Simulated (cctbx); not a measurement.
# Lattice, Laue class and space group of a new crystal

Cell: a = 10.0620 Å, b = 16.8770 Å, c = 6.5150 Å, α = 90.00°, β = 90.00°, γ = 90.00°. Expected content of the cell: Rb4 As12 Cu16 O48.

The data are simulated with cctbx, not measured: Mo Kα, λ = 0.71073 Å, to d = 0.7 Å, 70 % of the full sphere, strongest reflection 40000 counts, noise from counting, a 4 % proportional error and a noise floor of 2 counts (s.d.); no absorption.

A first pass over the reflections prints:

```text
9491 reflections to d = 0.700 A
centring   violations  <I/sigma> of those
    A       3328 of  4766      8.8
    B       3493 of  4695      9.8
    C       3425 of  4787      9.0
    I       3413 of  4715      9.5
    R       4752 of  6350      9.8
    F       5123 of  7124      9.2
Laue class    unique    Rint  (classes that these axes allow; Friedel mates merged)
P -1             6176   0.032
P 1 2/m 1        3449   0.036
P 1 1 2/m        3589   0.036
P 2/m 1 1        3508   0.036
P m m m          1972   0.040
space group    extra absences  I>4sigma  <I/sigma>
P 2 2 2                 0          0         -  acentric
P 2 2 21                7          0       0.5  acentric
P 21 2 2                9          0       0.3  acentric
P 2 21 2               12          0      -0.1  acentric
P 21 21 2              21          0       0.1  acentric
P 2 21 21              19          0       0.1  acentric
P 21 2 21              16          0       0.4  acentric
P 21 21 21             28          0       0.2  acentric
P m m 2                 0          0         -  acentric
P 2 m m                 0          0         -  acentric
P m 2 m                 0          0         -  acentric
P m n 21              143          0       0.0  acentric
P n m 21              241          0      -0.0  acentric
P 21 n m              143          0       0.0  acentric
P n 21 m              241          0      -0.0  acentric
P n n 2               377          0      -0.0  acentric
P m m m                 0          0         -  centric
P n n m               377          0      -0.0  centric
P n m m :1            241          0      -0.0  centric
P n m m :2            241          0      -0.0  centric
P m n m :1            143          0       0.0  centric
P m n m :2            143          0       0.0  centric
Wilson B = 0.66 A^2   <|E^2-1|> = 0.964 (0.968 centric, 0.736 acentric)   E^2>4: 3.5 %
shell (A)         n   <I/sigma>
16.88 - 1.40    283     23.8
 1.40 - 1.11    247     22.0
 1.11 - 0.97    251     20.9
 0.97 - 0.88    243     19.3
 0.88 - 0.82    230     17.7
 0.82 - 0.77    249     18.4
 0.77 - 0.73    225     17.1
 0.73 - 0.70    244     15.7
```

**Question.** What are the lattice type, the Laue class and the likely space group?

Every centring test has many violations, so the lattice is primitive.

Rint stays low (0.032 to 0.040) up to P m m m, the highest class in these axes.

22 settings pass the absence test. The most absences obeyed, 377, belong to P n n 2 and P n n m, which absences can't tell apart.

⟨|E²−1|⟩ = 0.964 leans to a centrosymmetric structure. The Wilson B of 0.66 Å² means U ≈ 0.0084 Å².

The true group is Pnnm (no. 58), Laue class mmm, centrosymmetric. The tables only narrow the choice to the tied entries; cell content, site symmetry and trial solutions must settle it.

This is a model crystal, built by substitution and not relaxed, with assumed displacement parameters.

[Logs are printed without paths, hosts, clocks, repeated set-up lines and the standing remarks that a program may print on its own settings, such as how far it seeks lower states.]
